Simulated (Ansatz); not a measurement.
# Screened interactions in SrAgO3 (cubic perovskite) (Pm-3m)

Aim: U, U′ and J for the Ag d shell of SrAgO3 (cubic perovskite) (Pm-3m).

Program: Ansatz 0.2.0. Level of theory: non-magnetic LDA, then constrained RPA, plane waves, PAW. Results are calculated unless marked as measured.

The structure was built from a prototype and need not be the compound's stable phase.

## (1) Set-up

Symmetry: Pm-3m, No. 221, cubic system. Conventional cell: a = 3.962 Å, b = 3.962 Å, c = 3.962 Å, α = 90.00°, β = 90.00°, γ = 90.00°. Nearest to Sr lie 12 O at 2.80 Å. Ag has 6 O at 1.98 Å nearest. Nearest to O lie 2 Ag at 1.98 Å and 4 Sr at 2.80 Å. Farther neighbours and most contacts between anions are not listed.

The structure was relaxed with LDA. The structure type comes from a generator and need not be one that this composition takes. The structure was generated from a model, not taken from a measurement. The runs that relaxed it are not among those shown. The program's search for lower electronic states was switched off, so nothing shows that the state found is the lowest. The default PAW set here is soft_2. Its files were made with PBE.

## (2) LDA bands and orbital weights

This step: DFT, LDA, plane waves, PAW.

The input, input.yaml:

```yaml
crystal:
  lattice:
    - [0.0, -3.96201303, 0.0]
    - [0.0, 0.0, 3.96201303]
    - [-3.96201303, 0.0, 0.0]
  atoms:
    - { symbol: Sr, position: [0.0, 0.0, 0.0] }
    - { symbol: Ag, position: [0.5, 0.5, 0.5] }
    - { symbol: O, position: [0.5, 0.5, 0.0] }
    - { symbol: O, position: [0.5, 0.0, 0.5] }
    - { symbol: O, position: [0.0, 0.5, 0.5] }
kpoints:
  mp_grid: { grid: [6, 6, 6] }
  band_path:
    path:
      - [[0.0, 0.0, 0.0], [0.0, 0.5, 0.0], [0.5, 0.5, 0.0], [0.0, 0.0, 0.0], [0.5, 0.5, 0.5], [0.0, 0.5, 0.0]]
      - [[0.5, 0.5, 0.5], [0.5, 0.5, 0.0]]
    npoints: 10
hamiltonian:
  xc: lda
scf:
  occupations: { method: gaussian, width: 0.08 }
  n_extra_bands: 19
  max_iter: 150
  lower_state_search: "off"
output:
  eigenvalues: true
  forces: true
  stress: true
  fatbands: true
  write_density: true
  write_potential: true
  elf: true
  volumetric_format: npy
```

Started as:

```console
> ansatz run input.yaml --threads 4 --pin off --max-ram 9216MiB --backend cpu --events-out ev --progress --plain --runs-dir out
```

Numbers of over 12 decimals in the logs are rounded to 6 here.

Log:

```text
scf.n_extra_bands = 19 over 24 filled bands (N_el = 47.0): the run solves 43 bands
Engine: ansatz 0.2.0, x86_64-unknown-linux-gnu
Pseudopotentials: kind: paw
Pseudopotential: Sr, paw, valence charge 10, recommended cutoff 420 eV (normal), Sr.paw.azcp
Pseudopotential: Ag, paw, valence charge 19, recommended cutoff 420 eV (normal), Ag.paw.azcp
Pseudopotential: O, paw, valence charge 6, recommended cutoff 420 eV (normal), O.paw.azcp
Functional definition: SPW92
  exchange = slater_x
  correlation = pw_c
Crystal: 5 atoms, lattice volume = 62.194 Å³
Basis set: ecut = 420 eV, 1213 PW (Γ)
Bands: 43, of which v1, the nominal top of the filled ones, is band 24 counted from 1 (23 counted from 0)
Symmetry: 48 space group operations
Space group: Pm-3m (ITA 221), of the structure as read, at distance tolerance 4.0e-5 Å
k-points: 20 of 216
Non-local potential: Sr, projectors of the file, l = 0: 3, l = 1: 2, l = 2: 2
Non-local potential: Ag, projectors of the file, l = 0: 3, l = 1: 2, l = 2: 2, l = 3: 1
Non-local potential: O, projectors of the file, l = 0: 2, l = 1: 2, l = 2: 1
PAW form: soft (Blöchl's): semilocal exchange-correlation on the pseudo side does not see the compensation charge
PAW frozen core: Sr, regenerated for the run's functional, and the local potential with it (the file was generated under x = pbe(κ = 0.804, μ = 0.219515), c = pbe(β = 0.066725))
PAW frozen core: Ag, regenerated for the run's functional, and the local potential with it (the file was generated under x = pbe(κ = 0.804, μ = 0.219515), c = pbe(β = 0.066725))
PAW frozen core: O, regenerated for the run's functional, and the local potential with it (the file was generated under x = pbe(κ = 0.804, μ = 0.219515), c = pbe(β = 0.066725))
PAW one-centre angular grid: Sr, 110 points (default); XC on 64 Gauss nodes
PAW one-centre angular grid: Ag, 590 points (default); XC on 64 Gauss nodes
PAW one-centre angular grid: O, 110 points (default); XC on 64 Gauss nodes
Initial density: superposition of atomic densities (neutral atoms: chi_scale 0, normalization atom), corrected by the library's trained network
Initial wavefunctions: pseudopotential atomic-orbital guess
Functional: x = slater, c = lda
SCF iter   1: F=—  HF=-12566.420458 eV  |F-HF|=—  |Δ(HF+E_count)|=         —  Δρ=2.18e-2  dr2=3.18e-1  ethr=1.77e-3  ⟨swp⟩=8.0  Hψ=4175  notcnv=0  defer=187
preconditioner: auto → Resta (q_TF=auto, 2.604 Å⁻¹)  ε∞=3.0  [insulator: Δε(μ)=0.095 eV  Ē_g=20.314 eV  σ=0.080 eV  W_gap=0.55  n_scr=18 (ndim 8)  ℏωp=28.6 eV  f_vac=0.005  D(μ)=1.43/eV (n_scr^D=6)  ε∞_Penn≈3.0]
SCF iter   2: F=—  HF=-12566.341578 eV  |F-HF|=—  |Δ(HF+E_count)|=   7.89e-2  Δρ=9.59e-3  dr2=6.82e-2  ethr=6.76e-4  ⟨swp⟩=2.0  Hψ=1144  notcnv=0  defer=231
SCF iter   3: F=—  HF=-12566.318155 eV  |F-HF|=—  |Δ(HF+E_count)|=   2.34e-2  Δρ=1.87e-3  dr2=3.66e-3  ethr=1.45e-4  ⟨swp⟩=2.0  Hψ=971  notcnv=0  defer=231
SCF iter   4: F=—  HF=-12566.316802 eV  |F-HF|=—  |Δ(HF+E_count)|=   1.35e-3  Δρ=4.09e-4  dr2=1.16e-4  ethr=7.78e-6  ⟨swp⟩=2.7  Hψ=1016  notcnv=0  defer=231
SCF iter   5: F=—  HF=-12566.316761 eV  |F-HF|=—  |Δ(HF+E_count)|=   4.12e-5  Δρ=6.24e-5  dr2=2.26e-6  ethr=2.48e-7  ⟨swp⟩=2.4  Hψ=1017  notcnv=0  defer=231
SCF iter   6: F=—  HF=-12566.316748 eV  |F-HF|=—  |Δ(HF+E_count)|=   1.29e-5  Δρ=1.13e-5  dr2=5.82e-8  ethr=2.13e-10  ⟨swp⟩=17.1  Hψ=7744  notcnv=0
SCF iter   7: F=-12566.316748 eV  HF=-12566.316748 eV  |F-HF|=1.04e-10  |Δ(HF+E_count)|=   9.05e-9  Δρ=1.55e-6  dr2=8.29e-10  ethr=1.24e-10  ⟨swp⟩=7.1  Hψ=3985  notcnv=0
SCF 1 converged in 7 iterations: F = -12566.316748 eV  dr2 = 8.29e-10
  greatest PAW one-centre occupation: 1.003 electrons in one spin orbital (limit 2), on the Ag atom at site 1 (counted from 0), in its partial waves of l = 0
NSCF: frozen V_eff on 62 k-points
SCF converged after 7 iterations
Free energy (F): -12566.316748 eV
Harris-Foulkes:  -12566.316748 eV  (|F-HF|=1.04e-10)
Internal energy: -12566.312605 eV  (E = F + TS)
E sigma→0 (E₀):  -12566.314676 eV
Entropy (-TS):   -0.004143 eV (-0.829 meV/atom)
Fermi energy:    10.228448 eV
--- Per-component energies (eV) ---
  E_band       = -378.659855
  E_kinetic    = 1290.200835
  E_local      = -4536.576283  (includes V_loc(G=0)·N_el)
  E_nonlocal   = 441.066652
  E_hartree    = 1830.367926
  E_xc         = -573.571556
  E_vxc        = -677.164636  (∫ρ·V_xc dr)
  E_paw        = -6802.622898  (= ΣΔE_a)
  E_vpaw       = -556.929843  (= ΣTr[D̂ρ^β])
  E_aug_tail   = 0.007610  (compensation charges beyond the density's cutoff)
  E_ewald      = -4216.494598
  E_core_change = 1.309707  (= ΣΔE_core)
  E_smearing   = -0.004143  (= −TS)
  E_closure    = -0.000000  (closes the sum)
  Σ components = -12566.316748   (vs F -12566.316748, Δ=0.00e0)
--- Forces (eV/Å), atoms counted from 1 ---
  atom   1  Sr    -0.00000000     0.00000000     0.00000000
  atom   2  Ag    -0.00000000     0.00000000    -0.00000000
  atom   3  O     -0.00000000    -0.00000000     0.00000000
  atom   4  O     -0.00000000    -0.00000000    -0.00000000
  atom   5  O     -0.00000000     0.00000000     0.00000000
  max |Σ_I F_I| component: 1.33e-28 eV/Å
--- Stress (GPa, compression-positive) ---
       -0.011094       0.000000       0.000000
        0.000000      -0.011094       0.000000
        0.000000       0.000000      -0.011094
  P = ⅓ Tr σ = -0.0111 GPa (-0.111 kbar)
--- Band table (eV; the first three rows and the last of 20) ---
  k-point 0: bands = [... 20 lower, 8.9718, 8.9718, 9.3380, 9.3380, 9.3380, 15.6379, 15.6379, 15.6502, ... 15 higher]
  k-point 1: bands = [... 20 lower, 9.0287, 9.0287, 9.4126, 9.4126, 9.6836, 16.0373, 16.0720, 16.3057, ... 15 higher]
  k-point 2: bands = [... 20 lower, 8.9843, 8.9843, 9.7337, 9.7337, 10.5849, 16.9316, 16.9482, 17.9574, ... 15 higher]
  k-point 19: bands = [... 20 lower, 10.0777, 10.0777, 10.0777, 13.6464, 13.6464, 16.9172, 16.9172, 16.9172, ... 15 higher]
```

It took 1.9 s on 4 threads of Intel Xeon Platinum 8488C (Sapphire Rapids), shared host; peak memory 0.46 GiB; 6.9 s of CPU time.

In the SCF lines HF is the Harris–Foulkes energy and dr2 the Hartree energy of the density residual, in eV; the loop may stop once dr2 is under the threshold and the program's other checks hold. Hψ counts applications of the Hamiltonian.

Numbers from this step:

```yaml
pressure: -0.01109 GPa
```

The electronic bands at the labelled points (eV, zero at the Fermi level):

```csv
point,band 21,band 22,band 23,band 24,band 25,band 26,band 27,band 28
Γ,-1.26,-1.26,-0.89,-0.89,-0.89,5.41,5.41,5.42
halfway,-1.21,-1.21,-0.67,-0.67,-0.08,6.24,6.28,6.81
X,-1.28,-1.28,-0.31,-0.31,0.73,7.17,7.21,8.05
halfway,-1.18,-0.96,-0.47,-0.41,2.19,7.60,8.18,8.20
M,-1.15,-0.61,-0.61,-0.23,3.41,7.70,8.10,9.36
halfway,-1.21,-0.94,-0.90,-0.77,1.26,6.80,7.19,7.38
Γ,-1.26,-1.26,-0.89,-0.89,-0.89,5.41,5.41,5.42
halfway,-1.09,-1.09,-0.74,1.22,1.22,7.34,7.36,7.36
R,-0.15,-0.15,-0.15,3.42,3.42,6.69,6.69,6.69
halfway,-1.08,-0.60,-0.31,1.15,2.45,7.70,7.90,8.07
X,-1.28,-1.28,-0.31,-0.31,0.73,7.17,7.21,8.05
jump to R,-0.15,-0.15,-0.15,3.42,3.42,6.69,6.69,6.69
halfway,-0.50,-0.50,-0.19,1.64,3.42,7.19,7.74,7.74
M,-1.15,-0.61,-0.61,-0.23,3.41,7.70,8.10,9.36
```

Of the projections kept (Ag 4d, O 2p), the largest for each band there; the rest of the weight can lie on other orbitals:

```csv
point,band 21,band 22,band 23,band 24,band 25,band 26,band 27,band 28
Γ,O 2p 0.99,O 2p 0.99,O 2p 0.98,O 2p 0.98,O 2p 0.98,Ag 4d 0.01,Ag 4d 0.01,-
X,O 2p 0.97,O 2p 0.97,O 2p 0.82,O 2p 0.82,O 2p 0.41,O 2p 0.06,O 2p 0.10,-
M,O 2p 0.53,O 2p 0.77,O 2p 0.77,O 2p 0.99,O 2p 0.66,O 2p 0.06,O 2p 0.06,O 2p 0.04
Γ,O 2p 0.99,O 2p 0.99,O 2p 0.98,O 2p 0.98,O 2p 0.98,Ag 4d 0.01,Ag 4d 0.01,-
R,O 2p 1.00,O 2p 1.00,O 2p 1.00,O 2p 0.66,O 2p 0.66,-,-,-
X,O 2p 0.97,O 2p 0.97,O 2p 0.82,O 2p 0.82,O 2p 0.41,O 2p 0.06,O 2p 0.10,-
```

Electrostatic potential energy in the ac plane at fractional y = 0.500, with atoms of Ag and O within 0.2 Å of it. With pseudopotentials it is smooth inside the atoms' cores, unlike the true potential.

Ten even steps from '_' (-37 eV) to '@' (16 eV), each cell a mean:
```
@@@@@@@@@@==..__..**@@@@@@@@
@@@@@@@@@@##==--==%%@@@@@@@@
@@@@@@@@@@%%####%%@@@@@@@@@@
@@@@@@@@%%##**++**##@@@@@@@@
++##@@%%##==--::--++##@@%%**
..::**%%++::..__..--**%%==..
____==##==..______::++##--__
__..++##++::____..--**##==..
--++%%%%**--::..::==##%%##==
@@@@@@@@%%**++==++##%%@@@@@@
@@@@@@@@@@%%####%%%%@@@@@@@@
@@@@@@@@@@%%++==**@@@@@@@@@@
@@@@@@@@@@++..__::##@@@@@@@@
@@@@@@@@@@--____..++@@@@@@@@
```
Columns run along a (4.0 Å; values clipped at the 3rd and 97th percentile), rows up along c (4.0 Å). Atoms in or near the plane, at fractional coordinates: Ag at (0.50, 0.50), O at (0.50, 0.00), O at (0.00, 0.50).

ELF in the ac plane at fractional y = 0.500, with atoms of Ag and O within 0.2 Å of it. It is the smooth field of the valence electrons, not physical close to the nuclei.

Values, 14 rows by 14 columns, each cell a mean:
```
0.03 0.04 0.12 0.43 0.74 0.82 0.66 0.49 0.71 0.82 0.67 0.32 0.07 0.03
0.09 0.06 0.07 0.22 0.50 0.70 0.71 0.68 0.72 0.65 0.42 0.15 0.06 0.07
0.40 0.28 0.11 0.09 0.18 0.31 0.40 0.42 0.38 0.27 0.15 0.08 0.15 0.32
0.74 0.63 0.31 0.12 0.12 0.19 0.23 0.24 0.23 0.17 0.11 0.15 0.42 0.67
0.85 0.80 0.53 0.20 0.21 0.38 0.45 0.45 0.45 0.33 0.17 0.27 0.65 0.82
0.67 0.73 0.64 0.28 0.28 0.53 0.68 0.72 0.65 0.45 0.23 0.38 0.72 0.71
0.33 0.55 0.65 0.32 0.29 0.55 0.76 0.84 0.72 0.45 0.24 0.42 0.68 0.49
0.58 0.68 0.65 0.30 0.28 0.54 0.70 0.76 0.68 0.45 0.23 0.40 0.71 0.66
0.83 0.81 0.59 0.23 0.24 0.45 0.54 0.55 0.53 0.38 0.19 0.31 0.70 0.82
0.79 0.70 0.38 0.14 0.14 0.24 0.28 0.29 0.28 0.21 0.12 0.18 0.50 0.74
0.52 0.38 0.15 0.08 0.14 0.23 0.30 0.32 0.28 0.20 0.12 0.09 0.22 0.43
0.16 0.11 0.07 0.15 0.38 0.59 0.65 0.65 0.64 0.53 0.31 0.11 0.07 0.12
0.04 0.04 0.11 0.38 0.70 0.81 0.68 0.55 0.73 0.80 0.63 0.28 0.06 0.04
0.02 0.04 0.16 0.52 0.79 0.83 0.58 0.33 0.67 0.85 0.74 0.40 0.09 0.03
```
Columns run along a (4.0 Å), rows up along c (4.0 Å). Atoms in or near the plane, at fractional coordinates: Ag at (0.50, 0.50), O at (0.50, 0.00), O at (0.00, 0.50).

## (3) Constrained RPA: Ag d + anion p, bands v13 to c1, 4×4×4 mesh, medium accuracy

Constrained RPA screens the interaction with every transition except those inside the target bands, which a later many-body model would treat itself.

This step: constrained RPA on LDA, plane waves, PAW.

input.yaml, the sections that differ from step 2:

```yaml
kpoints:
  mp_grid: { grid: [6, 6, 6] }
output:
  crpa:
    kmesh: [4, 4, 4]
    target_bands: [v13, c1]
    projections: [{ species: Ag, l: d, shell: 4 }, { species: O, l: p, shell: 2 }]
  local_orbitals:
    kmesh: [8, 8, 8]
    orbitals: [{ species: Ag, l: d, shell: 4 }, { species: O, l: p, shell: 2 }]
    window: { bands: [v13, c1] }
    seedname: lo
# crystal, hamiltonian, scf: as in step 2
```

Log:

```text
[...]
Crystal: 5 atoms, lattice volume = 62.194 Å³
Basis set: ecut = 420 eV, 1213 PW (Γ)
Bands: 43, of which v1, the nominal top of the filled ones, is band 24 counted from 1 (23 counted from 0)
[... 1 set-up line as in the run before ...]
[...]
k-points: 20 of 216
[...]
SCF iter   1: F=—  HF=-12566.420448 eV  |F-HF|=—  |Δ(HF+E_count)|=         —  Δρ=2.18e-2  dr2=3.18e-1  ethr=1.77e-3  ⟨swp⟩=8.0  Hψ=4175  notcnv=0  defer=187
[...]
SCF iter   6: F=-12566.316748 eV  HF=-12566.316748 eV  |F-HF|=1.35e-9  |Δ(HF+E_count)|=   1.87e-7  Δρ=1.13e-5  dr2=5.82e-8  ethr=2.13e-10  ⟨swp⟩=10.9  Hψ=5266  notcnv=0
SCF 1 converged in 6 iterations: F = -12566.316748 eV  dr2 = 5.82e-8
[...]
NSCF: frozen V_eff on 38 k-points
[...]
cRPA screening: q 1/64
cRPA screening: q 2/64
cRPA screening: q 8/64 (q-point 3)
cRPA screening: q 11/64 (q-point 6)
cRPA screening: q 17/64 (q-point 7)
cRPA screening: q 29/64 (q-point 8)
cRPA screening: q 35/64 (q-point 11)
cRPA screening: q 38/64 (q-point 22)
cRPA screening: q 40/64 (q-point 23)
cRPA screening: q 46/64 (q-point 24)
cRPA screening: q 52/64 (q-point 27)
cRPA screening: q 58/64 (q-point 28)
cRPA screening: q 64/64 (q-point 43)
SCF converged after 6 iterations
Free energy (F): -12566.316748 eV
[...]
Internal energy: -12566.312605 eV  (E = F + TS)
E sigma→0 (E₀):  -12566.314676 eV
Entropy (-TS):   -0.004143 eV (-0.829 meV/atom)
Fermi energy:    10.228473 eV
[...]
--- Band table (eV; the first three rows and the last of 20) ---
  k-point 0: bands = [... 20 lower, 8.9718, 8.9718, 9.3380, 9.3380, 9.3380, 15.6378, 15.6378, 15.6502, ... 15 higher]
  k-point 1: bands = [... 20 lower, 9.0287, 9.0287, 9.4126, 9.4126, 9.6836, 16.0372, 16.0719, 16.3057, ... 15 higher]
  k-point 2: bands = [... 20 lower, 8.9843, 8.9843, 9.7337, 9.7337, 10.5849, 16.9315, 16.9481, 17.9574, ... 15 higher]
  k-point 19: bands = [... 20 lower, 10.0777, 10.0777, 10.0777, 13.6464, 13.6464, 16.9171, 16.9171, 16.9171, ... 15 higher]
--- cRPA (band scheme, projected local orbitals): target bands 12..25 (1-based), 14 Wannier function(s), 4×4×4 mesh, 50 bands' worth read of 55 solved, ecut_chi 136.0 eV, v(q+G=0) probe_charge, pair densities all_electron ---
  bands read: the sum over 50 bands ends inside a degenerate multiplet in 1 slot, whose members it reads at an even weight; the widest, k=42: bands 49 to 51 (counted from 1) at 2/3 each
  χ-basis size per q: N_G = 208..251
  window electrons = 25.0000, filled by tetrahedron_uncorrected; constrained ε̄⁻¹(q = 0, 0) head = 0.350601; min gauge Gram eig = 0.7502
  Kanamori averages over each shell's own Wannier functions (sites counted from 0, functions from 1):
  Each shell's averages of U are screened by what lies outside the whole window alone: parameters of one model of all the shells.
    Site 1, 4D, 5 of 5 d orbitals (Wannier functions 1, 2, 3, 4, 5; wannier90's mr 1, 2, 3, 4, 5):
      screened: U = 8.9269 eV, U' = 7.7213 eV, J = 0.6032 eV
      screened, to within: U = 2.9e-2 eV, U' = 2.9e-2 eV, J = 8.3e-4 eV
      bare: V = 19.7373 eV, V' = 18.1979 eV, J = 0.7642 eV
    Site 2, 2P, 3 of 3 p orbitals (Wannier functions 6, 7, 8; wannier90's mr 1, 2, 3):
      screened: U = 7.3901 eV, U' = 5.9839 eV, J = 0.7012 eV
      screened, to within: U = 1.3e-2 eV, U' = 1.3e-2 eV, J = 1.1e-3 eV
      bare: V = 18.8075 eV, V' = 17.0092 eV, J = 0.8964 eV
    Site 3, 2P, 3 of 3 p orbitals (Wannier functions 9, 10, 11; wannier90's mr 1, 2, 3):
      screened: U = 7.3901 eV, U' = 5.9839 eV, J = 0.7012 eV
      screened, to within: U = 1.3e-2 eV, U' = 1.3e-2 eV, J = 1.1e-3 eV
      bare: V = 18.8075 eV, V' = 17.0092 eV, J = 0.8964 eV
    Site 4, 2P, 3 of 3 p orbitals (Wannier functions 12, 13, 14; wannier90's mr 1, 2, 3):
      screened: U = 7.3901 eV, U' = 5.9839 eV, J = 0.7012 eV
      screened, to within: U = 1.3e-2 eV, U' = 1.3e-2 eV, J = 1.1e-3 eV
      bare: V = 18.8075 eV, V' = 17.0092 eV, J = 0.8964 eV
  Hermiticity witness max|P − P†| over intra, direct and exchange elements: 1.02e-14 eV (screened), 3.55e-15 eV (bare)
  Reality witness max|Im| over intra, direct and exchange elements: 3.64e-10 eV (screened), 2.60e-12 eV (bare)
```

Wall time 1.8 min (4 threads); peak memory 0.79 GiB.

This step gave:

* U: 8.927 eV
* U prime (inter-orbital): 7.721 eV
* J: 0.6032 eV
* bare V: 19.74 eV
* bare J: 0.7642 eV
* stated bound on U: 0.02823 eV
* U over bare V: 0.4523
* electrons in the window: 25.00
* head of the constrained inverse dielectric matrix: 0.3506
* least eigenvalue of the projection's overlap: 0.7502
* target functions: 14
* bands in the sums: 50
* r.m.s. miss of the model bands: 1.22e-4 eV
* width of the target bands: 11.32 eV
* weight of the projected orbitals in the window: 0.9502

On the Ag d shell, screening brings the on-site interaction from 19.7 eV down to U = 8.93 eV.

Kanamori averages over each shell's functions. Crpa shells, by row:

```csv
site,element,shell,orbitals,U (eV),U' (eV),J (eV),bare V (eV),bare V' (eV),bare J (eV),bound on U (eV)
2,Ag,4D,5,8.927,7.721,0.6032,19.74,18.2,0.7642,0.02823
3,O,2P,3,7.39,5.984,0.7012,18.81,17.01,0.8964,0.01265
4,O,2P,3,7.39,5.984,0.7012,18.81,17.01,0.8964,0.01265
5,O,2P,3,7.39,5.984,0.7012,18.81,17.01,0.8964,0.01265
```

Projected local orbitals of the target window. Electronic bands along the path, in eV, zero at the Fermi level; # counts the bands kept:

```csv
point,#10,#11,#12,#13,#14
Γ,-1.26,-1.26,-0.89,-0.89,-0.89
halfway,-1.21,-1.21,-0.67,-0.67,-0.08
X,-1.28,-1.28,-0.31,-0.31,0.73
halfway,-1.18,-0.96,-0.47,-0.41,2.19
M,-1.15,-0.61,-0.61,-0.23,3.41
halfway,-1.21,-0.94,-0.90,-0.77,1.26
Γ,-1.26,-1.26,-0.89,-0.89,-0.89
halfway,-1.09,-1.09,-0.74,1.22,1.22
R,-0.15,-0.15,-0.15,3.42,3.42
halfway,-1.08,-0.60,-0.31,1.15,2.45
X,-1.28,-1.28,-0.31,-0.31,0.73
jump to R,-0.15,-0.15,-0.15,3.42,3.42
halfway,-0.50,-0.50,-0.19,1.64,3.42
M,-1.15,-0.61,-0.61,-0.23,3.41
```

The same for Kohn-Sham, solved directly:

```csv
point,#10,#11,#12,#13,#14
Γ,-1.26,-1.26,-0.89,-0.89,-0.89
X,-1.28,-1.28,-0.31,-0.31,0.73
M,-1.15,-0.61,-0.61,-0.23,3.41
Γ,-1.26,-1.26,-0.89,-0.89,-0.89
R,-0.15,-0.15,-0.15,3.42,3.42
X,-1.28,-1.28,-0.31,-0.31,0.73
R,-0.15,-0.15,-0.15,3.42,3.42
M,-1.15,-0.61,-0.61,-0.23,3.41
```

Onsite levels, by row:

```csv
orbital,level less Fermi level (eV)
Ag2 dz2,-3.58
Ag2 dxz,-4.637
Ag2 dyz,-4.637
Ag2 dx2-y2,-3.58
Ag2 dxy,-4.637
O3 pz,-1.649
O3 px,-2.989
O3 py,-1.649
O4 pz,-2.989
O4 px,-1.649
O4 py,-1.649
O5 pz,-1.649
O5 px,-1.649
O5 py,-2.989
```

Largest distinct elements between sites. Hoppings, by row:

```csv
from,to,cell,distance (Å),t (eV)
Ag2 dz2,O4 pz,0 0 0,1.981,-2.15
Ag2 dx2-y2,O5 py,1 0 0,1.981,1.862
O5 py,Ag2 dz2,-1 0 0,1.981,1.075
Ag2 dxy,O3 py,0 0 0,1.981,-0.9276
O4 pz,O3 px,0 -1 1,2.802,0.5326
O5 pz,O4 py,-1 0 0,2.802,-0.3038
O5 px,O3 px,0 0 1,2.802,0.2727
Ag2 dz2,Ag2 dz2,0 1 0,3.962,0.1567
O4 px,O4 px,0 1 0,3.962,-0.118
Ag2 dx2-y2,Ag2 dx2-y2,0 0 -1,3.962,0.1171
O5 py,O5 py,-1 0 0,3.962,-0.0947
O5 px,O4 px,0 0 0,2.802,-0.0784
```

## (4) Results

| Item | Value |
| --- | --- |
| Ag d + anion p | U 8.93 eV, U′ 7.72 eV, J 0.60 eV, bare V 19.7 eV |
| method | constrained RPA on non-magnetic LDA, 4×4×4 mesh, static; search for lower states off |

In words: For Ag d + anion p, screening cuts the on-site interaction from 19.74 eV to 8.93 eV (45 %), while J goes only from 0.76 eV to 0.60 eV: the monopole is screened far more than the multipoles. U − 2J differs from U′ by −0.001 eV, so the Kanamori relation holds well. The parent state is non-magnetic and the interaction static (zero frequency); U depends on the window and the orbitals, so it belongs to this model alone. The bands cross the Fermi level under this constraint, which need not be the crystal's state: magnetic order, correlation or a lattice distortion may open a gap. A window that holds the anion p bands defines a model with explicit ligands; its U belongs to that model and is not the U of DFT+U.

[Paths, hosts, dates, memory and timing lines, banners, echoed tables and standing remarks are left out of the program output.]

[Logs are printed without paths, hosts, clocks, repeated set-up lines and the standing remarks that a program may print on its own settings, such as how far it seeks lower states.]

[Runs of the session that timed out or met a known fault of the program may be left out.]

[Hosts, paths, dates, database ids (printed as entryN), source tags and the programs' standing remarks are cut or masked in the printed files.]
